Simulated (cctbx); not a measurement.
**Reading a Patterson map**

Space group I-42m (no. 121), a = 6.4050 Å, b = 6.4050 Å, c = 12.9640 Å, α = 90.00°, β = 90.00°, γ = 90.00°, content Te8 Sn2 Cd4 Zn2.

The data are simulated with cctbx, not measured: Cu Kα, λ = 1.54184 Å, to d = 0.83 Å, 95 % of the full sphere, strongest reflection 20000 counts, noise from counting, a 1.5 % proportional error and a noise floor of 8 counts (s.d.); no absorption.

Patterson synthesis from sharpened amplitudes, origin scaled to 1000:

```text
Patterson group I 4/m m m
      u       v       w   height  length (A)
  0.000   0.000   0.000   1000.0     0.00
  0.000   0.000   0.500    843.2     6.48
  0.000   0.500   0.250    500.2     4.56
  0.252   0.252   0.123    308.0     2.78
  0.000   0.081   0.156     28.5     2.09
  0.000   0.311   0.248     28.4     3.78
  0.000   0.128   0.065     26.4     1.18
  0.000   0.000   0.404     26.2     5.23
  0.071   0.199   0.124     25.5     2.10
  0.069   0.195   0.376     25.0     5.05
  0.128   0.128   0.000     24.9     1.16
  0.000   0.079   0.343     23.5     4.47
  0.000   0.000   0.096     21.7     1.24
  0.126   0.126   0.500     19.6     6.58
```

Q: Assign the vectors.

A peak at u stands for all pairs with xi − xj = u, with weight Σ ZiZj against Σ Z² = 37648 at the origin. Peak heights follow these weights only roughly, since form factors, motion and series ripples differ, all vectors within 0.55 Å of a peak are counted as merged into it though the farther ones add only part of their weight, and F(000) is left out, which lowers the whole map:

| u | v | w | shortest length (Å) | height | 1000 ΣZiZj/ΣZ² | pairs in the cell |
| --- | --- | --- | --- | --- | --- | --- |
| 0.000 | 0.000 | 0.500 | 4.53 | 843 | 979 | 8 × Te–Te, 4 × Cd–Cd, 4 × Sn–Zn |
| 0.000 | 0.500 | 0.250 | 4.56 | 500 | 983 | 8 × Te–Te, 4 × Sn–Cd, 4 × Cd–Zn |
| 0.252 | 0.252 | 0.123 | 2.78 | 308 | 486 | 4 × Te–Cd, 2 × Te–Sn, 2 × Te–Zn |

The table stops at ten peaks or at a height of 45, below which ripples compete. In the model behind the data Te, the heaviest element, has 1 independent site: (0.2615, 0.2615, 0.3558), up to an allowed shift of origin; the Te–Te vectors are differences of these positions and their symmetry mates. Elements of similar Z can't be told apart from the map alone. The whole model:

| atom | mult. | x | y | z | Ueq (Å²) |
| --- | --- | --- | --- | --- | --- |
| Te1 | 8 | 0.2615 | 0.2615 | 0.3558 | 0.0044 |
| Sn1 | 2 | 1/2 | 1/2 | 0 | 0.0034 |
| Cd1 | 4 | 1/2 | 0 | 1/4 | 0.0054 |
| Zn1 | 2 | 0 | 0 | 0 | 0.0041 |

The model is made up (kin elements in a known structure type, no relaxation), so it says nothing on whether the phase exists.

[Logs are printed without paths, hosts, clocks, repeated set-up lines and the standing remarks that a program may print on its own settings, such as how far it seeks lower states.]
